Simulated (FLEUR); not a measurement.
# ZrFe2: which magnetic order is lowest

A self-consistent run ends on one state, which hangs on the start. Several orders of ZrFe2 are started in FLEUR and their energies compared.

Main program and level: FLEUR MaX-R8.1; LDA (VWN); all-electron FLAPW, Dirac cores, scalar-relativistic bands.

## 1. Set-up

It takes space group Fd-3m (No. 227, cubic). The conventional cell has a = 7.087 Å, b = 7.087 Å, c = 7.087 Å, α = 90.00°, β = 90.00°, γ = 90.00°. Nearest to Zr lie 12 Fe at 2.94 Å and 4 Zr at 3.07 Å. Nearest to Fe lie 6 Fe at 2.51 Å and 6 Zr at 2.94 Å. Farther neighbours are not listed.

Coordinates:

```xyz
6
Lattice="0.0000 3.5435 3.5435 3.5435 0.0000 3.5435 3.5435 3.5435 0.0000" Properties=species:S:1:pos:R:3 pbc="T T T"
Zr    0.0000    0.0000    0.0000
Zr    1.7717    1.7717    1.7717
Fe    4.4294    4.4294    4.4294
Fe    4.4294    2.6576    2.6576
Fe    2.6576    2.6576    4.4294
Fe    2.6576    4.4294    2.6576
```

## 2. Start 1: ferro ++++

The parallel start comes first: it shows whether parallel moments hold.

inpgen writes inp.xml from crystal.txt; cutoffs, mixing, functional, smearing and local orbitals are then set in the file. The k list default-1 (kpts.xml, not shown) is a Γ-centred 8×8×8 mesh; where the ranks do not divide the number of points, some are split in two of half the weight.

File inp.xml:

```
<?xml version="1.0" encoding="UTF-8" standalone="no"?>
<fleurInput fleurInputVersion="0.39">
   <comment>
      ZrFe2
   </comment>
   <calculationSetup>
      <cutoffs Kmax="3.24" Gmax="9.7" GmaxXC="9.7" numbands="0"/>
      <scfLoop itmax="90" minDistance="0.00002" maxIterBroyd="15" imix="Anderson" alpha="0.05" precondParam="0.0" spinf="2.0" sdNocoIR="T"/>
      <coreElectrons ctail="T" frcor="F" kcrel="0" coretail_lmax="0"/>
      <xcFunctional name="vwn" relativisticCorrections="F"/>
      <magnetism jspins="2"/>
      <soc l_soc="F" theta="0.0" phi="0.0" spav="F"/>
      <expertModes spex="0" secvar="F"/>
      <geometryOptimization l_f="F" forcealpha="1.0" forcemix="BFGS" epsdisp="0.00001" epsforce="0.00001"/>
      <ldaU l_linMix="F" mixParam="0.05" spinf="1.0"/>
   </calculationSetup>
   <cell>
      <bzIntegration valenceElectrons="88.0" mode="hist" fermiSmearingEnergy="0.00293995">
         <kPointListSelection listName="default-1"/>
         <xi:include xmlns:xi="http://www.w3.org/2001/XInclude" href="kpts.xml"> </xi:include>
      </bzIntegration>
      <xi:include xmlns:xi="http://www.w3.org/2001/XInclude" href="sym.xml"> </xi:include>
      <bulkLattice scale="1.0">
         <bravaisMatrix>
            <row-1>    0.0000000000000000     6.6962445225200993     6.6962445225200993</row-1>
            <row-2>    6.6962445225200993     0.0000000000000000     6.6962445225200993</row-2>
            <row-3>    6.6962445225200993     6.6962445225200993     0.0000000000000000</row-3>
         </bravaisMatrix>
      </bulkLattice>
   </cell>
   <atomSpecies>
      <species name="Zirconium (Zr)" element="Zr" atomicNumber="40">
         <mtSphere radius="2.8" gridPoints="925" logIncrement="0.014"/>
         <atomicCutoffs lmax="10" lnonsphr="8"/>
         <electronConfig flipSpins="F">
            <coreConfig>(1s1/2) (2s1/2) (2p1/2) (2p3/2) (3s1/2) (3p1/2) (3p3/2) (3d3/2) (3d5/2)</coreConfig>
            <valenceConfig>(4s1/2) (4p1/2) (4p3/2) (5s1/2) (4d3/2) (4d5/2)</valenceConfig>
            <stateOccupation state="(4d3/2)" spinUp="0.400000" spinDown="0.400000"/>
            <stateOccupation state="(4d5/2)" spinUp="0.600000" spinDown="0.600000"/>
         </electronConfig>
         <energyParameters s="5" p="5" d="4" f="4"/>
         <lo type="SCLO" l="0" n="4" eDeriv="0"/>
         <lo type="SCLO" l="1" n="4" eDeriv="0"/>
      </species>
      <species name="Iron (Fe) 2.800" element="Fe" atomicNumber="26">
         <mtSphere radius="2.31" gridPoints="763" logIncrement="0.016"/>
         <atomicCutoffs lmax="10" lnonsphr="8"/>
         <electronConfig flipSpins="F">
            <coreConfig>(1s1/2) (2s1/2) (2p1/2) (2p3/2)</coreConfig>
            <valenceConfig>(3s1/2) (3p1/2) (3p3/2) (4s1/2) (3d3/2) (3d5/2)</valenceConfig>
            <stateOccupation state="(3d3/2)" spinUp="1.4" spinDown="1.0"/>
            <stateOccupation state="(3d5/2)" spinUp="3.0" spinDown="0.6"/>
         </electronConfig>
         <energyParameters s="4" p="4" d="3" f="4"/>
         <lo type="SCLO" l="0" n="3" eDeriv="0"/>
         <lo type="SCLO" l="1" n="3" eDeriv="0"/>
      </species>
   </atomSpecies>
   <atomGroups>
      <atomGroup species="Zirconium (Zr)">
         <relPos label="                   1">-1.000/8.000 -1.000/8.000 -1.000/8.000</relPos>
         <relPos label="                   2">1.000/8.000 1.000/8.000 1.000/8.000</relPos>
         <force calculate="T" relaxXYZ="TTT"/>
      </atomGroup>
      <atomGroup species="Iron (Fe) 2.800">
         <relPos label="                   3">1.000/2.000 1.000/2.000 1.000/2.000</relPos>
         <relPos label="                   4">.0000000000 1.000/2.000 1.000/2.000</relPos>
         <relPos label="                   5">1.000/2.000 1.000/2.000 .0000000000</relPos>
         <relPos label="                   6">1.000/2.000 .0000000000 1.000/2.000</relPos>
         <force calculate="T" relaxXYZ="TTT"/>
      </atomGroup>
   </atomGroups>
   <output dos="F" band="F" slice="F">
      <bandDOS minEnergy="-.5*Htr" maxEnergy="0.5*Htr" sigma="0.015" storeEVData="T"/>
      <plotting iplot="0" polar="F">
         <plot TwoD="T" vec1="  1.0  0.0  0.0" vec2="  0.0  1.0  0.0" vec3="  0.0  0.0  1.0" zero="  0.0  0.0  0.0" file="plot"/>
      </plotting>
      <moessbauerParams electricFieldGradient="F" isomerShift="F" coreHyperfine="F" valenceHyperfine="F"/>
   </output>
</fleurInput>
```

File crystal.txt:

```
ZrFe2
&input film=F cartesian=F /
0.00000000000  3.54350000000  3.54350000000
3.54350000000  0.00000000000  3.54350000000
3.54350000000  3.54350000000  0.00000000000
1.8897261246
1.0 1.0 1.0

6
40 0.00000000000  0.00000000000  0.00000000000
40 0.25000000000  0.25000000000  0.25000000000
26 0.62500000000  0.62500000000  0.62500000000 : 2.800
26 0.12500000000  0.62500000000  0.62500000000 : 2.800
26 0.62500000000  0.62500000000  0.12500000000 : 2.800
26 0.62500000000  0.12500000000  0.62500000000 : 2.800

&kpt div1=8 div2=8 div3=8 gamma=T /
```

The run is started by

```bash
OMP_NUM_THREADS=1 inpgen -f crystal.txt > inpgen.log  # inp.xml is then edited as shown
OMP_NUM_THREADS=1 mpirun -n 4 fleur_MPI > fleur.log
```

Output:

```text
Welcome to FLEUR        (www.flapw.de)
      MaX-Release 8.1          (www.max-centre.eu)

 ========== k-point set info ==========
 Selected k-point list: default-1
 k-point list type: mesh
 0 x 0 x 0
 Number of k points: 32

 ------------Calculation Setup---------------------------
 Number of MPI-tasks      :            4
 Number of PE/node        :            4
 Number of OMP-threads    :            1
 k-points in parallel     :            4
 pe's per k-point         :            1
 No of k-point loops      :            8
 Eigenvalue solver        :       lapack
 Number of basis functions:          396
 Approximate size of matrices (H+S) per k-point:         0.002 GB
 --------------------------------------------------------
 Iteration:     1   Distance:      18.53745700 me/bohr^3
 Iteration:     2   Distance:      16.64396464 me/bohr^3
 Iteration:     3   Distance:      14.43432989 me/bohr^3
 Iteration:     4   Distance:       6.80129548 me/bohr^3
 Iteration:     5   Distance:       5.92384582 me/bohr^3
 Iteration:     6   Distance:       4.11104301 me/bohr^3
 Iteration:     7   Distance:       2.33226235 me/bohr^3
 Iteration:     8   Distance:       1.73066871 me/bohr^3
 Iteration:     9   Distance:       1.26277623 me/bohr^3
 Iteration:    10   Distance:       0.95082578 me/bohr^3
 Iteration:    11   Distance:       0.48679994 me/bohr^3
 Iteration:    12   Distance:       0.42774596 me/bohr^3
 Iteration:    13   Distance:       0.15821393 me/bohr^3
 Iteration:    14   Distance:       0.13676752 me/bohr^3
 Iteration:    15   Distance:       0.02461614 me/bohr^3
 Iteration:    16   Distance:       0.01088329 me/bohr^3
 Iteration:    17   Distance:       0.00916768 me/bohr^3
 Iteration:    18   Distance:       0.00576467 me/bohr^3
 Iteration:    19   Distance:       0.00567105 me/bohr^3
 Iteration:    20   Distance:       0.00319382 me/bohr^3
 Iteration:    21   Distance:       0.00304742 me/bohr^3
 Iteration:    22   Distance:       0.00087059 me/bohr^3
 Iteration:    23   Distance:       0.00120094 me/bohr^3
 Iteration:    24   Distance:       0.00036903 me/bohr^3
 Iteration:    25   Distance:       0.00003190 me/bohr^3
 Iteration:    26   Distance:       0.00005218 me/bohr^3
 Iteration:    27   Distance:       0.00001333 me/bohr^3

 ********************************************************************
 Run finished successfully
 Stop message:
   all done
 ********************************************************************

--- out.xml (last complete iteration) ---
<iteration numberForCurrentRun="   27" overallNumber="   27">
         [... left out ...]
         <bandgap value="0.0000000000" units="eV"/>
         <sumValenceSingleParticleEnergies value="-63.2422084017" units="Htr"/>
         <FermiEnergy value="0.3473540954" units="Htr"/>
         <valenceDensity>
            <mtCharges spin="1">
               <mtCharge atomType="1" total="5.0594019" s="1.1670540" p="3.1020216" d="0.7533912" f="0.0282764"/>
               <mtCharge atomType="2" total="8.3650766" s="1.2148933" p="3.1837035" d="3.9526790" f="0.0104390"/>
            </mtCharges>
            <mtCharges spin="2">
               <mtCharge atomType="1" total="5.4691917" s="1.1826649" p="3.1587912" d="1.0928271" f="0.0278277"/>
               <mtCharge atomType="2" total="6.5897706" s="1.2129386" p="3.1969236" d="2.1683036" f="0.0093785"/>
            </mtCharges>
            <spinDependentCharge spin="1" total="46.9844503" interstitial="3.4053400" mtSpheres="43.5791102"/>
            <spinDependentCharge spin="2" total="41.0155497" interstitial="3.7180841" mtSpheres="37.2974657"/>
            <totalCharge value="88.0000000000"/>
         </valenceDensity>
         [... left out ...]
         <allElectronCharges>
            <spinDependentCharge spin="1" total="94.9844503" interstitial="3.4053407" mtSpheres="91.5791095"/>
            <spinDependentCharge spin="2" total="89.0155497" interstitial="3.7180848" mtSpheres="85.2974649"/>
            <totalCharge value="183.9999999887"/>
         </allElectronCharges>
         <magneticMomentsInMTSpheres units="muBohr">
            <globalMagMoment atomType="1" vec="0.00000   0.00000  -0.40979"/>
            <localMagMoment atomType="1" vec="0.00000   0.00000  -0.40979"/>
            <globalMagMoment atomType="2" vec="0.00000   0.00000   1.77531"/>
            <localMagMoment atomType="2" vec="0.00000   0.00000   1.77531"/>
         </magneticMomentsInMTSpheres>
         <moessbauerParams unitsHFF="kG" unitsIS="e/bohr^3" unitsEFG="Htr/bohr^2">
         </moessbauerParams>
         <totalEnergy value="   -12273.0506426699" units="Htr">
            <sumOfEigenvalues value="    -7191.7095751875">
               <coreElectrons value="-7128.4673667859"/>
               <valenceElectrons value="-63.2422084017"/>
            </sumOfEigenvalues>
            <densityCoulombPotentialIntegral value="-19191.9864658050"/>
            <densityEffectivePotentialIntegral value="-19768.6583124731"/>
            <chargeDenXCDenIntegral value="-435.3882707904"/>
            <FockExchangeEnergyValence value="0.0000000000"/>
            <FockExchangeEnergyCore value="0.0000000000"/>
            <atomTypeDependentContributions atomType="1">
               <electronNucleiInteractionDifferentMTs value="8668.2140934871"/>
               <MadelungTerm value="-34.3841278441"/>
            </atomTypeDependentContributions>
            <atomTypeDependentContributions atomType="2">
               <electronNucleiInteractionDifferentMTs value="6074.4438894682"/>
               <MadelungTerm value="-41.5757654632"/>
            </atomTypeDependentContributions>
            <tkbTimesEntropy value="0.0043081396"/>
            <freeEnergy value="-12273.0549508095"/>
            <extrapolationTo0K value="-12273.0527967397"/>
         </totalEnergy>
         <densityConvergence units="me/bohr^3">
            <chargeDensity spin="1" distance="0.0000085408"/>
            <chargeDensity spin="2" distance="0.0000066810"/>
            <overallChargeDensity distance="0.0000075890"/>
            <spinDensity distance="0.0000133254"/>
         </densityConvergence>
      </iteration>
```

It took 75 s on 4 MPI ranks of Arm Neoverse V2, shared host; peak memory 0.26 GiB.

Spin moment in the muffin-tin sphere by atom:

| atom | spin moment in the muffin-tin sphere (μB) |
| --- | --- |
| Zr1 | -0.41 |
| Zr2 | -0.41 |
| Fe3 | 1.78 |
| Fe4 | 1.78 |
| Fe5 | 1.78 |
| Fe6 | 1.78 |

Numbers from this step:

```yaml
free_energy: -333966.8387 eV
program_s_band_gap_on_this_mesh_in_a_metal_only_a_level_spacing: 0 eV
magnetization: 5.969 μB
final_state: ferromagnetic, with opposed induced moments
```

After 27 cycles the largest moment stands at 1.78 μB.

## 3. Order 2, typed as antiferro ++--

An opposed order shows whether neighbours prefer unlike signs.

inp.xml, as its differences from that of step 2:

```diff
@@ -57,2 +57,15 @@
       </species>
+      <species name="Iron (Fe) -2.800" element="Fe" atomicNumber="26">
+         <mtSphere radius="2.31" gridPoints="763" logIncrement="0.016"/>
+         <atomicCutoffs lmax="10" lnonsphr="8"/>
+         <electronConfig flipSpins="F">
+            <coreConfig>(1s1/2) (2s1/2) (2p1/2) (2p3/2)</coreConfig>
+            <valenceConfig>(3s1/2) (3p1/2) (3p3/2) (4s1/2) (3d3/2) (3d5/2)</valenceConfig>
+            <stateOccupation state="(3d3/2)" spinUp="1.0" spinDown="1.4"/>
+            <stateOccupation state="(3d5/2)" spinUp="0.6" spinDown="3.0"/>
+         </electronConfig>
+         <energyParameters s="4" p="4" d="3" f="4"/>
+         <lo type="SCLO" l="0" n="3" eDeriv="0"/>
+         <lo type="SCLO" l="1" n="3" eDeriv="0"/>
+      </species>
    </atomSpecies>
@@ -67,2 +80,5 @@
          <relPos label="                   4">.0000000000 1.000/2.000 1.000/2.000</relPos>
+         <force calculate="T" relaxXYZ="TTT"/>
+      </atomGroup>
+      <atomGroup species="Iron (Fe) -2.800">
          <relPos label="                   5">1.000/2.000 1.000/2.000 .0000000000</relPos>
```

crystal.txt, as its differences from that of step 2:

```diff
@@ -13,4 +13,4 @@
 26 0.12500000000  0.62500000000  0.62500000000 : 2.800
-26 0.62500000000  0.62500000000  0.12500000000 : 2.800
-26 0.62500000000  0.12500000000  0.62500000000 : 2.800
+26 0.62500000000  0.62500000000  0.12500000000 : -2.800
+26 0.62500000000  0.12500000000  0.62500000000 : -2.800
```

Output:

```text
[banner, memory and clock lines left out]
Welcome to FLEUR        (www.flapw.de)
      MaX-Release 8.1          (www.max-centre.eu)

 ========== k-point set info ==========
 Selected k-point list: default-1
 k-point list type: mesh
 0 x 0 x 0
 Number of k points: 96

 ------------Calculation Setup---------------------------
 Number of PE/node        :            4
 Number of OMP-threads    :            1
 k-points in parallel     :            4
 pe's per k-point         :            1
 No of k-point loops      :           24
 Eigenvalue solver        :       lapack
 Number of basis functions:          396
 Approximate size of matrices (H+S) per k-point:         0.002 GB
 Iteration:     1   Distance:      23.99991100 me/bohr^3
 Iteration:     2   Distance:      21.73239829 me/bohr^3
 Iteration:     3   Distance:      18.71587399 me/bohr^3
 Iteration:     4   Distance:       9.52866047 me/bohr^3
 Iteration:     5   Distance:      13.25515063 me/bohr^3
 Iteration:     6   Distance:       5.25873584 me/bohr^3
 Iteration:     7   Distance:       4.06629537 me/bohr^3
 Iteration:     8   Distance:       5.27679542 me/bohr^3
 Iteration:     9   Distance:       2.60895869 me/bohr^3
 Iteration:    10   Distance:       3.01094271 me/bohr^3
[... 23 iterations left out ...]
 Iteration:    34   Distance:       0.00021312 me/bohr^3
 Iteration:    35   Distance:       0.00018679 me/bohr^3
 Iteration:    36   Distance:       0.00012885 me/bohr^3
 Iteration:    37   Distance:       0.00010727 me/bohr^3
 Iteration:    38   Distance:       0.00010624 me/bohr^3
 Iteration:    39   Distance:       0.00010740 me/bohr^3
 Iteration:    40   Distance:       0.00009437 me/bohr^3
 Iteration:    41   Distance:       0.00004036 me/bohr^3
 Iteration:    42   Distance:       0.00003863 me/bohr^3
 Iteration:    43   Distance:       0.00001436 me/bohr^3

 ********************************************************************
 Run finished successfully
 Stop message:
   all done
 ********************************************************************

--- out.xml (last complete iteration) ---
<iteration numberForCurrentRun="   43" overallNumber="   43">
         [... left out ...]
         <bandgap value="0.0005051371" units="eV"/>
         <sumValenceSingleParticleEnergies value="-63.2566847889" units="Htr"/>
         <FermiEnergy value="0.3425474772" units="Htr"/>
         <valenceDensity>
            <mtCharges spin="1">
               <mtCharge atomType="1" total="5.2595491" s="1.1701962" p="3.1280013" d="0.9247610" f="0.0287409"/>
               <mtCharge atomType="2" total="7.9418700" s="1.2166784" p="3.1896406" d="3.5227666" f="0.0099533"/>
               <mtCharge atomType="3" total="7.0236135" s="1.2103824" p="3.1768320" d="2.6229412" f="0.0104565"/>
            </mtCharges>
            <mtCharges spin="2">
               <mtCharge atomType="1" total="5.2595491" s="1.1701962" p="3.1280013" d="0.9247610" f="0.0287409"/>
               <mtCharge atomType="2" total="7.0236134" s="1.2103824" p="3.1768320" d="2.6229412" f="0.0104565"/>
               <mtCharge atomType="3" total="7.9418699" s="1.2166784" p="3.1896406" d="3.5227664" f="0.0099533"/>
            </mtCharges>
            <spinDependentCharge spin="1" total="44.0000002" interstitial="3.5499351" mtSpheres="40.4500652"/>
            <spinDependentCharge spin="2" total="43.9999998" interstitial="3.5499351" mtSpheres="40.4500647"/>
            <totalCharge value="88.0000000000"/>
         </valenceDensity>
         [... left out ...]
         <magneticMomentsInMTSpheres units="muBohr">
            <globalMagMoment atomType="1" vec="0.00000   0.00000   0.00000"/>
            <localMagMoment atomType="1" vec="0.00000   0.00000   0.00000"/>
            <globalMagMoment atomType="2" vec="0.00000   0.00000   0.91826"/>
            <localMagMoment atomType="2" vec="0.00000   0.00000   0.91826"/>
            <globalMagMoment atomType="3" vec="0.00000   0.00000  -0.91826"/>
            <localMagMoment atomType="3" vec="0.00000   0.00000  -0.91826"/>
         </magneticMomentsInMTSpheres>
         [... left out ...]
         <totalEnergy value="   -12273.0318092353" units="Htr">
            <sumOfEigenvalues value="    -7192.0146920283">
               <coreElectrons value="-7128.7580072394"/>
               <valenceElectrons value="-63.2566847889"/>
            </sumOfEigenvalues>
            <densityCoulombPotentialIntegral value="-19192.1018661404"/>
            <densityEffectivePotentialIntegral value="-19768.6290015913"/>
            <chargeDenXCDenIntegral value="-435.2821590077"/>
            <FockExchangeEnergyValence value="0.0000000000"/>
            <FockExchangeEnergyCore value="0.0000000000"/>
         [... left out ...]
            <tkbTimesEntropy value="0.0078486540"/>
            <freeEnergy value="-12273.0396578893"/>
            <extrapolationTo0K value="-12273.0357335623"/>
         </totalEnergy>
         <densityConvergence units="me/bohr^3">
            <chargeDensity spin="1" distance="0.0000084644"/>
            <chargeDensity spin="2" distance="0.0000102533"/>
            <overallChargeDensity distance="0.0000121374"/>
            <spinDensity distance="0.0000143610"/>
         </densityConvergence>
      </iteration>
```

Elapsed: 9.1 min, on 4 MPI ranks; peak memory 0.4 GiB.

Spin moment in the muffin-tin sphere by atom:

| atom | spin moment in the muffin-tin sphere (μB) |
| --- | --- |
| Zr1 | 0.000 |
| Zr2 | 0.000 |
| Fe3 | 0.918 |
| Fe4 | 0.918 |
| Fe5 | -0.918 |
| Fe6 | -0.918 |

This step gave:

| Quantity | Value |
| --- | --- |
| free energy | -333966.4225 eV |
| program's band gap on this mesh (in a metal only a level spacing) | 5.05e-4 eV |
| magnetization | 0 μB |
| final state | antiferromagnetic |

It lies 104 meV a seeded atom over the first start, and its largest moment is 0.918 μB against 1.78 μB.

(Part 1 of 2 ends here.)

[Logs and program files are shortened in this print: banners, set-up blocks, solver, clock and traceback lines can be left out without a mark of their own.]

[Logs are printed without paths, hosts, clocks, repeated set-up lines and the standing remarks that a program may print on its own settings, such as how far it seeks lower states.]

[Hosts, paths, dates, database ids (printed as entryN), source tags and the programs' standing remarks are cut or masked in the printed files.]

[Where a cell is said to come from a database of computed structures, the database is the Materials Project.]
